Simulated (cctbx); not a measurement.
## Reading a Patterson map

Space group Cmcm (no. 63), a = 4.3550 Å, b = 16.7370 Å, c = 7.0850 Å, α = 90.00°, β = 90.00°, γ = 90.00°, content In16 Rh4 Sc4.

Simulated single-crystal data (cctbx): Mo Kα, λ = 0.71073 Å, to d = 0.6 Å, 70 % of the full sphere, strongest reflection 20000 counts, noise from counting, a 2 % proportional error and a noise floor of 8 counts (s.d.); no absorption, some extinction.

Patterson synthesis, origin scaled to 1000:

```text
Patterson group C m m m
      u       v       w   height  length (A)
  0.000   0.000   0.000   1000.0     0.00
  0.000   0.414   0.247    266.0     7.15
  0.000   0.000   0.500    252.0     3.54
  0.000   0.191   0.040    251.1     3.21
  0.000   0.189   0.454    223.8     4.51
  0.000   0.000   0.398    199.1     2.82
  0.000   0.382   0.500    187.7     7.31
  0.000   0.229   0.303    185.2     4.39
  0.000   0.274   0.251    171.6     4.92
  0.000   0.465   0.198    166.2     7.90
  0.000   0.147   0.000    163.8     2.45
  0.000   0.084   0.304    156.0     2.57
  0.000   0.306   0.500    149.6     6.23
  0.000   0.449   0.500     54.7     8.31
```

**Question.** Which atom pairs make the peaks, and where is the heaviest atom?

A peak at u stands for all pairs with xi − xj = u, with weight Σ ZiZj against Σ Z² = 48280 at the origin. Peak heights follow these weights only roughly, since form factors, motion and series ripples differ, all vectors within 0.55 Å of a peak are counted as merged into it though the farther ones add only part of their weight, and F(000) is left out, which lowers the whole map:

| u | v | w | shortest length (Å) | height | 1000 ΣZiZj/ΣZ² | pairs in the cell |
| --- | --- | --- | --- | --- | --- | --- |
| 0.000 | 0.414 | 0.247 | 3.14 | 266 | 568 | 8 × In–In, 8 × In–Sc |
| 0.000 | 0.000 | 0.500 | 3.54 | 252 | 199 | 4 × In–In |
| 0.000 | 0.191 | 0.040 | 3.21 | 251 | 284 | 4 × In–In, 4 × In–Sc |
| 0.000 | 0.189 | 0.454 | 4.51 | 224 | 199 | 4 × In–In |
| 0.000 | 0.000 | 0.398 | 2.82 | 199 | 199 | 4 × In–In |
| 0.000 | 0.382 | 0.500 | 4.60 | 188 | 199 | 4 × In–In |
| 0.000 | 0.229 | 0.303 | 4.39 | 185 | 199 | 4 × In–In |
| 0.000 | 0.274 | 0.251 | 4.71 | 172 | 183 | 4 × In–Rh |
| 0.000 | 0.465 | 0.198 | 2.66 | 166 | 183 | 4 × In–Rh |
| 0.000 | 0.147 | 0.000 | 2.46 | 164 | 183 | 4 × In–Rh |

The table stops at ten peaks or at a height of 45, below which ripples compete. In the model behind the data In, the heaviest element, has 3 independent sites: (0, 0.5811, 1/4), (0, 0, 0) and (0, 0.8093, 0.5533), up to an allowed shift of origin; the In–In vectors are differences of these positions and their symmetry mates. Elements of similar Z can't be told apart from the map alone. The whole model:

```
atom  mult.  x       y       z  Ueq (Å²)
 In1      4  0  0.5811     1/4    0.0225
 In2      4  0       0       0    0.0169
 In3      8  0  0.8093  0.5533    0.0201
 Rh1      4  0  0.7250     1/4    0.0231
 Sc1      4  0  0.6158     3/4    0.0301
```

The model is made up (kin elements in a known structure type, no relaxation), so it says nothing on whether the phase exists.

[Logs are printed without paths, hosts, clocks, repeated set-up lines and the standing remarks that a program may print on its own settings, such as how far it seeks lower states.]
